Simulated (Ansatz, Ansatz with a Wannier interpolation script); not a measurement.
Entries from a set of simulations; values are calculated unless marked as measured.

### From a coarse GW mesh to bands everywhere: Si3N4 (P6_3/m)

The structure is hexagonal, space group P6_3/m (No. 176). The conventional cell has a = 7.604 Å, b = 7.604 Å, c = 2.906 Å, α = 90.00°, β = 90.00°, γ = 120.00°. Nearest to Si lie 4 N at 1.73 to 1.74 Å. N has 3 Si at 1.74 Å nearest. Nearest to N lie 3 Si at 1.73 Å. Farther neighbours and most contacts between anions are not listed.

```
method                              : DFT, LDA, plane waves, PAW (and 3 further levels or steps)
program                             : Ansatz 0.2.0 and Ansatz with a Wannier interpolation script 0.2.0
settings of one run                 : cutoff 420 eV, 3×3×6 k-mesh, smearing width 0.02 eV, default PAW
notes                               : The cell and positions come from the Crystallography Open Database and are kept as given unless a step says otherwise. Bands and cutoff are finite, so the gap is not at the basis limit. The miss can reach some tenths of an eV and take either sign; the mesh is an error of its own. Above the frozen window of the model the interpolated levels need not meet the computed ones, even at points of the mesh.
LDA gap                             : 4.15 eV
G0W0 gap over the zone              : 6.03 eV, indirect
least direct G0W0 gap, in the model : 6.27 eV
GW settings                         : 3×3×6 mesh, 607 empty bands, screening to 150 eV
known limits                        : not at the basis limit
```

The Wannier model follows the LDA bands to under 1 meV r.m.s. near the gap. The G0W0 gap over the zone is 6.03 eV, indirect, from k = (0.000, 0.000, 0.167) to Γ; on the mesh alone it is 6.03 eV, nearly the same.

[Paths, hosts, dates, memory and timing lines, banners, echoed tables and standing remarks are left out of the program output.]

[Logs are printed without paths, hosts, clocks, repeated set-up lines and the standing remarks that a program may print on its own settings, such as how far it seeks lower states.]

[Runs of the session that timed out or met a known fault of the program may be left out.]

[Hosts, paths, dates, database ids (printed as entryN), source tags and the programs' standing remarks are cut or masked in the printed files.]
